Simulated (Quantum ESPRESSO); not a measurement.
Computed results, one entry a study.

```json
{"subject": "Magnetic state of MnB from several starts", "lattice_ang": [[5.5632, 0.0, 0.0], [0.0, 2.9769, 0.0], [0.0, 0.0, 4.1472]], "atoms": [["Mn", 0.1759, 0.25, 0.1208], ["Mn", 0.3241, 0.75, 0.6208], ["Mn", 0.6759, 0.25, 0.3792], ["Mn", 0.8241, 0.75, 0.8792], ["B", 0.0341, 0.25, 0.6128], ["B", 0.4659, 0.75, 0.1128], ["B", 0.5341, 0.25, 0.8872], ["B", 0.9659, 0.75, 0.3872]], "method": "LDA; plane waves with GBRV 1.5 LDA potentials, no spin-orbit coupling (and 1 further level or step)", "program": "Quantum ESPRESSO 7.5", "settings_of_one_run": "GBRV 1.5 LDA, potential files Mn: mn_lda_v1.5.uspp.F.UPF, B: b_lda_v1.4.uspp.F.UPF, cutoff 544.23 eV, 8×8×8 k-mesh, 55 bands, fermi-dirac occupations, smearing width 0.1 eV, collinear spin, SCF threshold 1.60e-8, mesh matched on, starting moments 3.5 3.5 3.5 3.5 0 0 0 0 μB", "cost": "3 runs, 11 min in all on 4 MPI ranks of Arm Neoverse V1, shared host (the runs of this entry)", "notes": "The run is spin-polarised, with a total moment of 7.07 μB a cell (absolute 7.73).", "results": {"lowest_state_found": "ferromagnetic (from ferro ++++)", "largest_site_moment": "1.73 μB", "next_state_with_moments": "antiferromagnetic, 129 meV a seeded atom higher"}}
```

[Logs and program files are shortened in this print: banners, set-up blocks, solver, clock and traceback lines can be left out without a mark of their own.]

[Logs are printed without paths, hosts, clocks, repeated set-up lines and the standing remarks that a program may print on its own settings, such as how far it seeks lower states.]

[Hosts, paths, dates, database ids (printed as entryN), source tags and the programs' standing remarks are cut or masked in the printed files.]

[Where a cell is said to come from a database of computed structures, the database is the Materials Project.]
